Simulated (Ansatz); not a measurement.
# Structural relaxation of generalised stacking fault on (111) (shuffle set) of a GaAs-GaSb solid solution (48 atoms)

Aim: bring generalised stacking fault on (111) (shuffle set) of a GaAs-GaSb solid solution (48 atoms) to a nearby minimum of the energy and see what moves.

Method: Kohn-Sham DFT, PBE, PAW (set soft_2), plane waves, in Ansatz 0.2.0.

## Step 1: Set-up

The cell holds 48 atoms: 24 Ga, 10 Sb and 14 As. Cell: a = 8.267 Å, b = 7.159 Å, c = 20.435 Å, α = 90.0°, β = 82.3°, γ = 90.0°. It derives from GaAs and GaSb. Zinc-blende GaAs lattice (a = 5.8453 Å, the value set for the mixture), cell with z along [111], 2 x 1 x 2 periods; the third cell vector is tilted by 0.667 of 1/2[1-10] and lengthened by 0 Å, so the cell holds one fault (shuffle set); displaced by a Gaussian of 0.01 Å; 10 of 24 As sites given to Sb at random (lattice constant by Vegard's rule between GaAs and GaSb).

Before any run, some limits are plain. Atoms were free to move along the slip, so the relaxation can undo part or all of it. The host structure and its lattice constant were typed by rule, without a check against the phase diagram. No spin–orbit coupling is included, so levels derived from the heavy atoms are approximate.

## Step 2: Single point at the start

The forces at the start show how far the geometry lies from a minimum of this functional.

Contents of input.yaml:

```yaml
crystal:
  lattice:
    - [8.2665, 0.0, 0.0]
    - [0.0, 7.159, 0.0]
    - [2.75547, 0.0, 20.24871]
  atoms:
    - { symbol: Ga, position: [0.43918, 0.49949, 0.93768] }
    - { symbol: Sb, position: [0.72845, 0.4992, 0.06321] }
    - { symbol: Ga, position: [0.71527, 0.83, 0.10396] }
    - { symbol: As, position: [0.67224, 0.83388, 0.2295] }
    - { symbol: Ga, position: [0.93843, 0.49954, 0.93758] }
    - { symbol: As, position: [0.23014, 0.4992, 0.06177] }
    - { symbol: Ga, position: [0.21545, 0.82928, 0.10454] }
    - { symbol: As, position: [0.17371, 0.834, 0.22878] }
    - { symbol: Ga, position: [0.1871, 0.99956, 0.93837] }
    - { symbol: As, position: [0.47957, 0.99925, 0.06255] }
    - { symbol: Ga, position: [0.46652, 0.33332, 0.10376] }
    - { symbol: As, position: [0.4245, 0.3356, 0.22934] }
    - { symbol: Ga, position: [0.40853, 0.66593, 0.2709] }
    - { symbol: As, position: [0.36763, 0.66478, 0.39516] }
    - { symbol: Ga, position: [0.66165, 0.16793, 0.27045] }
    - { symbol: Sb, position: [0.61925, 0.16633, 0.39564] }
    - { symbol: Ga, position: [0.60186, 0.49978, 0.43723] }
    - { symbol: Sb, position: [0.56387, 0.49925, 0.56253] }
    - { symbol: Ga, position: [0.55193, 0.83457, 0.6035] }
    - { symbol: Sb, position: [0.50647, 0.83417, 0.7283] }
    - { symbol: Ga, position: [0.68945, 0.99944, 0.93813] }
    - { symbol: Sb, position: [0.97907, 0.00078, 0.06254] }
    - { symbol: Ga, position: [0.96371, 0.33452, 0.10452] }
    - { symbol: As, position: [0.92359, 0.33382, 0.22945] }
    - { symbol: Ga, position: [0.91164, 0.6683, 0.26992] }
    - { symbol: Sb, position: [0.8679, 0.66748, 0.3962] }
    - { symbol: Ga, position: [0.15676, 0.16454, 0.27121] }
    - { symbol: As, position: [0.12006, 0.16734, 0.3957] }
    - { symbol: Ga, position: [0.10445, 0.5001, 0.43672] }
    - { symbol: As, position: [0.06306, 0.50078, 0.56304] }
    - { symbol: Ga, position: [0.04963, 0.8358, 0.60407] }
    - { symbol: As, position: [0.00719, 0.83168, 0.72965] }
    - { symbol: Ga, position: [0.35477, 0.99942, 0.43695] }
    - { symbol: As, position: [0.31193, 0.00019, 0.56227] }
    - { symbol: Ga, position: [0.29842, 0.33277, 0.604] }
    - { symbol: As, position: [0.2572, 0.33311, 0.72967] }
    - { symbol: Ga, position: [0.24124, 0.66692, 0.77153] }
    - { symbol: Sb, position: [0.2017, 0.66746, 0.89552] }
    - { symbol: Ga, position: [0.49399, 0.16802, 0.77052] }
    - { symbol: Sb, position: [0.4505, 0.16664, 0.89623] }
    - { symbol: Ga, position: [0.85338, 0.99782, 0.43705] }
    - { symbol: Sb, position: [0.81181, 0.0022, 0.56253] }
    - { symbol: Ga, position: [0.8007, 0.33333, 0.60397] }
    - { symbol: As, position: [0.75592, 0.33141, 0.72925] }
    - { symbol: Ga, position: [0.74508, 0.66722, 0.77169] }
    - { symbol: As, position: [0.69897, 0.66543, 0.89609] }
    - { symbol: Ga, position: [0.99277, 0.16662, 0.77061] }
    - { symbol: Sb, position: [0.95318, 0.16416, 0.8957] }
kpoints:
  mp_grid: { grid: [2, 2, 1] }
hamiltonian:
  xc: pbe
scf:
  occupations: { method: gaussian, width: 0.05 }
output:
  forces: true
```

Started as:

```bash
$ ansatz run input.yaml --threads 4 --pin off --max-ram 8192MiB --backend cpu --events-out ev --progress --plain --runs-dir out
```

Numbers of over 12 decimals in the logs are rounded to 6 here.

What it wrote:

```text
Engine: ansatz 0.2.0, aarch64-unknown-linux-gnu
Pseudopotentials: kind: paw
Pseudopotential: Ga, paw, valence charge 13, recommended cutoff 420 eV (normal), Ga.paw.azcp
Pseudopotential: Sb, paw, valence charge 15, recommended cutoff 420 eV (normal), Sb.paw.azcp
Pseudopotential: As, paw, valence charge 15, recommended cutoff 420 eV (normal), As.paw.azcp
Functional definition: PBE
  parameter kappa = 0.804
  parameter beta = 0.066725
  exchange = pbe_x(kappa = kappa, mu = beta*pi^2/3)
  correlation = pbe_c(beta = beta)
Crystal: 48 atoms, lattice volume = 1198.316 Å³
Basis set: ecut = 420 eV, 23423 PW (Γ), exchange–correlation on 120×96×288 points (8 copies of the dense FFT grid, shifted against one another)
Bands: 384, of which v1, the nominal top of the filled ones, is band 336 counted from 1 (335 counted from 0)
Symmetry: 1 space group operations
Space group: P1 (ITA 1), of the structure as read, at distance tolerance 1.1e-4 Å
k-points: 4
Non-local potential: Ga, projectors of the file, l = 0: 2, l = 1: 2, l = 2: 3, l = 3: 1
Non-local potential: Sb, projectors of the file, l = 0: 2, l = 1: 2, l = 2: 2, l = 3: 2
Non-local potential: As, projectors of the file, l = 0: 2, l = 1: 2, l = 2: 3, l = 3: 1
PAW form: soft (Blöchl's): semilocal exchange-correlation on the pseudo side does not see the compensation charge
PAW one-centre angular grid: Ga, 590 points (default); XC on 64 Gauss nodes
PAW one-centre angular grid: Sb, 590 points (default); XC on 64 Gauss nodes
PAW one-centre angular grid: As, 590 points (default); XC on 64 Gauss nodes
Initial density: superposition of atomic densities (neutral atoms: chi_scale 0, normalization atom), corrected by the library's trained network
Initial wavefunctions: pseudopotential atomic-orbital guess
Functional: x = pbe(κ = 0.804, μ = 0.219515), c = pbe(β = 0.066725)
SCF iter   1: F=—  HF=-223629.457296 eV  |F-HF|=—  |Δ(HF+E_count)|=         —  Δρ=1.88e-3  dr2=9.37e-2  ethr=1.77e-3  ⟨swp⟩=6.2  Hψ=5665  notcnv=0  defer=3
preconditioner: auto → LDOS  [insulator: Δε(μ)=0.108 eV  Ē_g=13.425 eV  σ=0.050 eV  W_gap=0.87  n_scr=310 (ndim 8)  ℏωp=22.3 eV  f_vac=0.080  D(μ)=3.49/eV (n_scr^D=4)  ε∞_Penn≈3.8  β→1.0]
SCF iter   2: F=—  HF=-223629.428092 eV  |F-HF|=—  |Δ(HF+E_count)|=   2.92e-2  Δρ=1.51e-3  dr2=6.01e-2  ethr=1.39e-5  ⟨swp⟩=2.0  Hψ=2875  notcnv=0  defer=173
SCF iter   3: F=—  HF=-223629.410974 eV  |F-HF|=—  |Δ(HF+E_count)|=   1.71e-2  Δρ=3.82e-4  dr2=4.96e-3  ethr=8.95e-6  ⟨swp⟩=2.0  Hψ=2425  notcnv=0  defer=173
SCF iter   4: F=—  HF=-223629.409458 eV  |F-HF|=—  |Δ(HF+E_count)|=   1.52e-3  Δρ=9.13e-5  dr2=1.96e-4  ethr=7.38e-7  ⟨swp⟩=2.0  Hψ=2364  notcnv=0  defer=173
SCF iter   5: F=—  HF=-223629.409460 eV  |F-HF|=—  |Δ(HF+E_count)|=   1.62e-6  Δρ=3.71e-5  dr2=3.77e-5  ethr=2.92e-8  ⟨swp⟩=2.0  Hψ=2428  notcnv=0  defer=173
SCF iter   6: F=—  HF=-223629.409616 eV  |F-HF|=—  |Δ(HF+E_count)|=   1.57e-4  Δρ=1.10e-5  dr2=1.99e-6  ethr=5.61e-9  ⟨swp⟩=2.0  Hψ=2452  notcnv=0  defer=171
SCF iter   7: F=—  HF=-223629.409617 eV  |F-HF|=—  |Δ(HF+E_count)|=   9.48e-7  Δρ=3.89e-6  dr2=2.27e-7  ethr=2.96e-10  ⟨swp⟩=2.0  Hψ=2428  notcnv=0  defer=171
SCF iter   8: F=-223629.409617 eV  HF=-223629.409617 eV  |F-HF|=2.39e-8  |Δ(HF+E_count)|=   1.99e-7  Δρ=1.32e-6  dr2=2.34e-8  ethr=1.49e-11  ⟨swp⟩=4.0  Hψ=4580  notcnv=0
SCF 1 converged in 8 iterations: F = -223629.409617 eV  dr2 = 2.34e-8
  greatest PAW one-centre occupation: 0.999 electrons in one spin orbital (limit 2), on the As atom at site 45 (counted from 0), in its partial waves of l = 2
SCF converged after 8 iterations
Free energy (F): -223629.409617 eV
Harris-Foulkes:  -223629.409617 eV  (|F-HF|=2.39e-8)
Internal energy: -223629.404884 eV  (E = F + TS)
E sigma→0 (E₀):  -223629.407251 eV
Entropy (-TS):   -0.004734 eV (-0.099 meV/atom)
Fermi energy:    8.178180 eV
--- Per-component energies (eV) ---
  E_band       = -6965.365226
  E_kinetic    = 6304.665055
  E_local      = -93802.522408  (includes V_loc(G=0)·N_el)
  E_nonlocal   = 4431.763166
  E_hartree    = 45572.368471
  E_xc         = -4152.353806
  E_vxc        = -3464.966931  (∫ρ·V_xc dr)
  E_paw        = -119185.422342  (= ΣΔE_a)
  E_vpaw       = -11579.040333  (= ΣTr[D̂ρ^β])
  E_aug_tail   = -0.002612  (compensation charges beyond the density's cutoff)
  E_ewald      = -62797.900408
  E_smearing   = -0.004734  (= −TS)
  E_closure    = -0.000000  (closes the sum)
  Σ components = -223629.409617   (vs F -223629.409617, Δ=0.00e0)
--- Forces (eV/Å), atoms counted from 1 ---
  atom   1  Ga     0.04820817     0.48665828     0.89520122
  atom   2  Sb     0.80391095     0.10071805    -1.43539239
  atom   3  Ga    -1.16019275     0.69161334     0.97521286
  atom   4  As     0.18234190     0.05189280    -0.04547326
  atom   5  Ga    -1.62827765     0.38038944     0.75820546
  atom   6  As     0.85063821     0.02882557    -0.27664974
  atom   7  Ga     0.79761141    -0.60241748     0.43787449
  atom   8  As     0.20336560    -0.04644443     0.11504727
  atom   9  Ga    -0.44710534    -0.12363695     1.11922484
  atom  10  As     0.86247247     0.03643806    -0.32257924
  atom  11  Ga    -1.33491386    -0.85621556     0.65997512
  atom  12  As    -0.02750010    -0.18575663    -0.00206621
  atom  13  Ga    -0.01826309     0.02636830    -0.08570762
  atom  14  As    -0.03112092     0.14608785     0.17026023
[...]
atom  47  Ga    -0.10622558    -0.02390518    -1.26010565
  atom  48  Sb    -0.16094139     0.31095132    -0.08566202
  max |Σ_I F_I| component: 2.43e-5 eV/Å
```

The job ended after 36 s (4 threads of Arm Neoverse V2, shared host; peak memory 6.2 GiB).

In the SCF lines HF is the Harris–Foulkes energy and dr2 the Hartree energy of the density residual, in eV; the loop may stop once dr2 is under the threshold and the program's other checks hold. Hψ counts applications of the Hamiltonian.

The program notes that it cut back its work space to fit the memory limit.

Read from the output:

| Item | Value |
| --- | --- |
| free energy | -223629.4096 eV |
| free energy per atom | -4658.9460 eV/atom |
| SCF cycles | 8 |
| r.m.s. force component | 0.5747 eV/Å |
| longest force | 1.836 eV/Å |
| Fermi energy | 8.178 eV |

The r.m.s. force component of 0.57 eV/Å sets the starting point.

Neighbours are counted within 2.82 Å (Ga-As), 3.05 Å (Ga-Sb), cutoffs set anew for this text.

Length of the force by element and coordination:

| element | coordination | atoms | mean length of the force (eV/Å) | spread | least | most |
| --- | --- | --- | --- | --- | --- | --- |
| As | all | 14 | 0.302 | 0.256 | 0.0737 | 0.921 |
| As | 3 | 2 | 0.908 | 0.0133 | 0.895 | 0.921 |
| As | 4 | 12 | 0.201 | 0.0713 | 0.0737 | 0.324 |
| Ga | all | 24 | 1.23 | 0.406 | 0.0915 | 1.84 |
| Ga | 3 | 2 | 1.40 | 0.382 | 1.02 | 1.78 |
| Ga | 4 | 22 | 1.21 | 0.404 | 0.0915 | 1.84 |
| Sb | all | 10 | 0.525 | 0.498 | 0.147 | 1.65 |

## Step 3: Relaxation

With the cell held, the atoms are moved downhill towards a nearby minimum.

input.yaml: that of step 2 with these lines changed.

```diff
@@ -15 +15,4 @@
   forces: true
+relax:
+  f_tol: 0.05
+  max_steps: 86
```

What it wrote:

```text
[...]
Crystal: 48 atoms, lattice volume = 1198.316 Å³
Basis set: ecut = 420 eV, 23423 PW (Γ), exchange–correlation on 120×96×288 points (8 copies of the dense FFT grid, shifted against one another)
Bands: 404, of which v1, the nominal top of the filled ones, is band 336 counted from 1 (335 counted from 0)
Symmetry: 1 space group operations
[...]
k-points: 4
[...]
SCF iter   1: F=—  HF=-223629.456328 eV  |F-HF|=—  |Δ(HF+E_count)|=         —  Δρ=1.87e-3  dr2=9.36e-2  ethr=1.77e-3  ⟨swp⟩=6.0  Hψ=5870  notcnv=0  defer=28
[...]
SCF iter   6: F=-223629.409616 eV  HF=-223629.409616 eV  |F-HF|=2.27e-7  |Δ(HF+E_count)|=   1.01e-7  Δρ=1.09e-5  dr2=1.97e-6  ethr=5.45e-9  ⟨swp⟩=2.0  Hψ=5292  notcnv=0
SCF 1 converged in 6 iterations: F = -223629.409616 eV  dr2 = 1.97e-6
[...]
relax step   1: F+E_penalty+E_count = -223629.40961611 eV  Δ(F+E_penalty+E_count) = +0.000e0 eV  max|allowed force component| = 1.628e0 eV/Å  Δτ_max = 0.0000 Å  (6 SCF iters, dr2 threshold 6.25e-5 eV, accepted)
[...]
relax step   2: F+E_penalty+E_count = -223631.92397611 eV  Δ(F+E_penalty+E_count) = -2.514e0 eV  max|allowed force component| = 5.558e-1 eV/Å  Δτ_max = 0.1945 Å  (6 SCF iters, dr2 threshold 1.00e-4 eV, accepted)
[...]
relax step   3: F+E_penalty+E_count = -223632.64842045 eV  Δ(F+E_penalty+E_count) = -7.244e-1 eV  max|allowed force component| = 3.851e-1 eV/Å  Δτ_max = 0.2000 Å  (8 SCF iters, dr2 threshold 1.93e-5 eV, accepted)
relax step   4: F+E_penalty+E_count = -223633.11612097 eV  Δ(F+E_penalty+E_count) = -4.677e-1 eV  max|allowed force component| = 1.767e-1 eV/Å  Δτ_max = 0.2000 Å  (8 SCF iters, dr2 threshold 1.73e-5 eV, accepted)
relax step   5: F+E_penalty+E_count = -223633.22951184 eV  Δ(F+E_penalty+E_count) = -1.134e-1 eV  max|allowed force component| = 5.859e-2 eV/Å  Δτ_max = 0.1424 Å  (8 SCF iters, dr2 threshold 6.58e-6 eV, accepted)
[...]
relax step   6: F+E_penalty+E_count = -223633.23426645 eV  Δ(F+E_penalty+E_count) = -4.755e-3 eV  max|allowed force component| = 2.687e-2 eV/Å  Δτ_max = 0.0347 Å  (8 SCF iters, accepted)
SCF converged after 8 iterations
Free energy (F): -223633.234266 eV
[...]
Internal energy: -223633.234189 eV  (E = F + TS)
E sigma→0 (E₀):  -223633.234228 eV
Entropy (-TS):   -0.000077 eV (-0.002 meV/atom)
Fermi energy:    8.180439 eV
[...]
--- Forces (eV/Å), atoms counted from 1 ---
  atom   1  Ga    -0.00599677     0.00133375     0.00942572
  atom   2  Sb    -0.01990218    -0.02200730    -0.01836134
  atom   3  Ga     0.00721679     0.00860731     0.00038096
  atom   4  As    -0.01179879    -0.00022090    -0.01161519
  atom   5  Ga     0.00530107    -0.00520467     0.02686594
  atom   6  As     0.01458236     0.00595814     0.00391831
  atom   7  Ga    -0.00260832    -0.00037729     0.00482198
  atom   8  As     0.00093145     0.00430468    -0.01123436
  atom   9  Ga    -0.00686844    -0.00357180     0.01971828
  atom  10  As     0.01806116    -0.00608343     0.00505874
  atom  11  Ga     0.01531440     0.00739222    -0.00195537
  atom  12  As    -0.00948321    -0.00603134    -0.00988975
  atom  13  Ga     0.00332454    -0.00174445     0.00570464
  atom  14  As    -0.00103808     0.00246987     0.00862699
[...]
atom  47  Ga     0.00540537    -0.00234345    -0.00309208
  atom  48  Sb     0.00929891    -0.00269518     0.01118405
  max |Σ_I F_I| component: 2.19e-5 eV/Å
--- Relaxed structure (6 steps of the walk, 6 accepted, 0 SCFs on fresh bases) ---
  F+E_penalty+E_count = -223633.23426645 eV   max|allowed force component| = 2.687e-2 eV/Å
  atoms:
    - { symbol: Ga, position: [0.374613, 0.508075, 0.945335] }
    - { symbol: Sb, position: [0.791064, 0.498481, 0.066882] }
    - { symbol: Ga, position: [0.763270, 0.841115, 0.110391] }
    - { symbol: As, position: [0.714027, 0.832459, 0.230811] }
[...]
- { symbol: Sb, position: [0.874909, 0.163514, 0.893178] }
```

Run time: 3.7 min. Hardware: 4 threads; peak memory 5.3 GiB.

The steps of the relaxation:

| step | energy less that of the first step (eV) | largest force component (eV/Å) |
| --- | --- | --- |
| 1 | 0.0000 | 1.6283 |
| 2 | -2.5144 | 0.5558 |
| 3 | -3.2388 | 0.3851 |
| 4 | -3.7065 | 0.1767 |
| 5 | -3.8199 | 0.0586 |
| 6 | -3.8247 | 0.0269 |

The atoms that moved most (Å):

| atom | dx | dy | dz | length |
| --- | --- | --- | --- | --- |
| Ga5 | -0.708 | 0.023 | 0.018 | 0.709 |
| Ga23 | 0.674 | 0.049 | 0.081 | 0.680 |
| Sb48 | -0.654 | -0.005 | -0.051 | 0.656 |
| Ga7 | 0.639 | -0.038 | 0.109 | 0.650 |
| Ga21 | -0.616 | -0.141 | 0.115 | 0.642 |
| As6 | 0.607 | 0.034 | 0.100 | 0.616 |
| Sb22 | 0.581 | -0.024 | 0.080 | 0.587 |
| Ga9 | -0.584 | 0.019 | -0.008 | 0.585 |

The relaxation changed the energy by -79.7 meV/atom, and atoms moved by 0.41 Å r.m.s., 0.71 Å at most.

## Step 4: Local order after relaxation

Bonds before and after, by the cutoffs listed below:

| pair | bonds before | bonds after | mean before (Å) | mean after (Å) | spread before (Å) | spread after (Å) |
| --- | --- | --- | --- | --- | --- | --- |
| Ga-As | 56 | 56 | 2.543 | 2.478 | 0.065 | 0.025 |
| Ga-Sb | 40 | 40 | 2.551 | 2.617 | 0.078 | 0.017 |

Density 5.46 g/cm³, 24.96 Å³ an atom.

g(r), total and by pair (bins of 0.2 Å):

| r (Å) | total | Ga-Ga | Ga-As | Ga-Sb | As-As | As-Sb | Sb-Sb |
| --- | --- | --- | --- | --- | --- | --- | --- |
| 2.40 | 3.00 | 0.00 | 10.25 | 0.00 | 0.00 | 0.00 | 0.00 |
| 2.60 | 3.19 | 0.00 | 2.67 | 11.55 | 0.00 | 0.00 | 0.00 |
| 2.80 | 0.00 | 0.00 | 0.00 | 0.00 | 0.00 | 0.00 | 0.00 |
| 3.00 | 0.00 | 0.00 | 0.00 | 0.00 | 0.00 | 0.00 | 0.00 |
| 3.20 | 0.00 | 0.00 | 0.00 | 0.00 | 0.00 | 0.00 | 0.00 |
| 3.40 | 0.00 | 0.00 | 0.00 | 0.00 | 0.00 | 0.00 | 0.00 |
| 3.60 | 0.00 | 0.00 | 0.00 | 0.00 | 0.00 | 0.00 | 0.00 |
| 3.80 | 0.22 | 0.88 | 0.00 | 0.00 | 0.00 | 0.00 | 0.00 |
| 4.00 | 2.36 | 4.57 | 0.00 | 0.00 | 5.38 | 5.87 | 1.17 |
| 4.20 | 3.79 | 6.61 | 0.00 | 0.00 | 8.43 | 7.82 | 10.84 |
| 4.40 | 0.59 | 1.83 | 0.00 | 0.00 | 0.26 | 0.36 | 1.50 |
| 4.60 | 0.88 | 0.08 | 1.46 | 2.04 | 0.00 | 0.00 | 0.00 |
| 4.80 | 2.49 | 0.00 | 5.28 | 4.55 | 0.00 | 0.00 | 0.00 |
| 5.00 | 1.58 | 0.00 | 3.20 | 3.12 | 0.00 | 0.00 | 0.00 |
| 5.20 | 0.16 | 0.00 | 0.21 | 0.45 | 0.00 | 0.00 | 0.00 |
| 5.40 | 0.03 | 0.11 | 0.00 | 0.00 | 0.00 | 0.00 | 0.00 |
| 5.60 | 0.32 | 0.58 | 0.00 | 0.00 | 0.31 | 0.97 | 0.61 |
| 5.80 | 0.77 | 1.52 | 0.00 | 0.00 | 1.87 | 1.42 | 1.39 |
| 6.00 | 0.61 | 0.97 | 0.23 | 0.05 | 0.95 | 1.52 | 0.53 |
| 6.20 | 0.85 | 0.31 | 1.28 | 1.81 | 0.00 | 0.09 | 0.25 |
| 6.40 | 1.60 | 0.00 | 3.69 | 2.53 | 0.00 | 0.00 | 0.00 |
| 6.60 | 0.47 | 0.00 | 0.66 | 1.33 | 0.00 | 0.00 | 0.00 |
| 6.80 | 0.20 | 0.57 | 0.03 | 0.13 | 0.10 | 0.07 | 0.00 |
| 7.00 | 1.45 | 2.87 | 0.00 | 0.00 | 2.77 | 2.98 | 3.11 |
| 7.20 | 2.35 | 3.96 | 0.19 | 0.30 | 5.06 | 4.94 | 4.80 |
| 7.40 | 1.52 | 1.67 | 1.47 | 1.71 | 1.17 | 1.44 | 1.23 |
| 7.60 | 1.12 | 0.23 | 2.27 | 1.92 | 0.09 | 0.00 | 0.00 |
| 7.80 | 0.73 | 0.11 | 1.35 | 1.44 | 0.00 | 0.06 | 0.00 |

Bonds by pair of elements; cutoffs follow the first minimum of g(r), held within bounds set by covalent radii, and pairs that aren't listed don't count as bonded:

| pair A-B | cutoff (Å) | bonds | mean length (Å) | spread (Å) | shortest (Å) | B about A | A about B |
| --- | --- | --- | --- | --- | --- | --- | --- |
| Ga-As | 2.93 | 56 | 2.48 | 0.025 | 2.43 | 2.33 | 4 |
| Ga-Sb | 3.05 | 40 | 2.62 | 0.017 | 2.58 | 1.67 | 4 |

How many atoms have how many bonded neighbours:

| element | mean | 4 |
| --- | --- | --- |
| As | 4 | 14 |
| Ga | 4 | 24 |
| Sb | 4 | 10 |

Bond angles, per cent of each kind in bins of 5°:

| angle (°) | Ga-As-Ga | As-Ga-Sb | Ga-Sb-Ga | As-Ga-As | Sb-Ga-Sb |
| --- | --- | --- | --- | --- | --- |
| 100–105 | 11.9 | 17.1 | 5.0 | 2.0 | 20.0 |
| 105–110 | 40.5 | 47.1 | 55.0 | 26.5 | 60.0 |
| 110–115 | 41.7 | 32.9 | 36.7 | 57.1 | 20.0 |
| 115–120 | 5.9 | 2.9 | 3.3 | 14.3 | 0.0 |

Bond angles (no mean is given where the spread exceeds 20°):

| angle | count | mean (°) | spread (°) |
| --- | --- | --- | --- |
| Ga-As-Ga | 84 | 109 | 3.6 |
| As-Ga-Sb | 70 | 108 | 3.5 |
| Ga-Sb-Ga | 60 | 109 | 2.8 |
| As-Ga-As | 49 | 112 | 3.1 |
| Sb-Ga-Sb | 25 | 107 | 3 |

Rings of the network by King's shortest-path rule, up to 12 atoms, one path for each pair of neighbours; H, halogens, alkali and alkaline-earth atoms are left out, and the last column divides by all other atoms, bonded or not:

| ring size (atoms) | rings | per network atom |
| --- | --- | --- |
| 6 | 94 | 1.96 |

Counting bonds as in the table, all As atoms have 4, all Ga atoms have 4 and all Sb atoms have 4 bonded neighbours. The Ga-As-Ga angle averages 109° with a spread of 4°. All rings counted have 6 atoms.

(Part 1 of 2 ends here.)

[Logs are printed without paths, hosts, clocks, repeated set-up lines and the standing remarks that a program may print on its own settings, such as how far it seeks lower states.]

[Hosts, paths, dates, database ids (printed as entryN), source tags and the programs' standing remarks are cut or masked in the printed files.]
